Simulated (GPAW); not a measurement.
# The O K excitation threshold of BaTiO3 (P4mm) under uniform strain

For each volume the threshold was computed as E(hole) − E(ground) plus the lowest empty eigenvalue of the hole cell (GPAW, LDA, 10-atom cell, total energies on 4×4×4 k points, the eigenvalue on 6×6×6, hole spin-paired). The values are raw, 9 eV above the value with the free atom's term for the hole's spin taken off; only their change is used. The threshold is the spectrum's zero, where absorption may be weak, not the visible edge.

| volume | ln(V/V₀) | threshold (eV) |
| --- | --- | --- |
| V × 0.94 | -0.06188 | 533.194 |
| V × 0.97 | -0.03046 | ? |
| V × 1 | +0.00000 | 533.075 |
| V × 1.03 | +0.02956 | 533.013 |
| V × 1.06 | +0.05827 | 532.952 |

The database entry behind the starting cell differs from later determinations by our own check (c/a about 0.6 % short), so it need not match the best structure at ambient conditions.

Question: Fit a straight line in ln(V/V₀), give its slope, and predict the threshold at V × 0.97.

The means of the given rows are x̄ = +0.00649 and Ē = 533.059 eV. Σ(x − x̄)(E − Ē) = -0.01594 and Σ(x − x̄)² = 0.00793, so the slope is -2.01 eV, and the line passes the given rows within 0.003 eV. At x = -0.03046 it gives 533.059 + (-2.01) × (-0.03695) = 533.133 eV. The run gives 533.135 eV, a miss of -0.002 eV over a total move of -0.242 eV. The slope is the clamped-ion volume deformation potential of the lowest empty level of the hole cell on this mesh (the hole may pull it below the band edge) against the O 1s level, with the hole's relaxation included: the threshold falls by 0.020 eV for 1 % of expansion. The charged cell's image error also scales with the cell's size and isn't taken out.

[Hosts, paths, dates, database ids (printed as entryN), source tags and the programs' standing remarks are cut or masked in the printed files.]

[Lists of maxima count a maximum above −3 eV only where it reaches 4 % of the highest in the window and stands out from its surroundings by 2 % of it (1.5 % where it reaches 55 %); shoulders and weaker maxima are passed over, and of the rest the first, up to two pre-edge ones and the few strongest are named.]
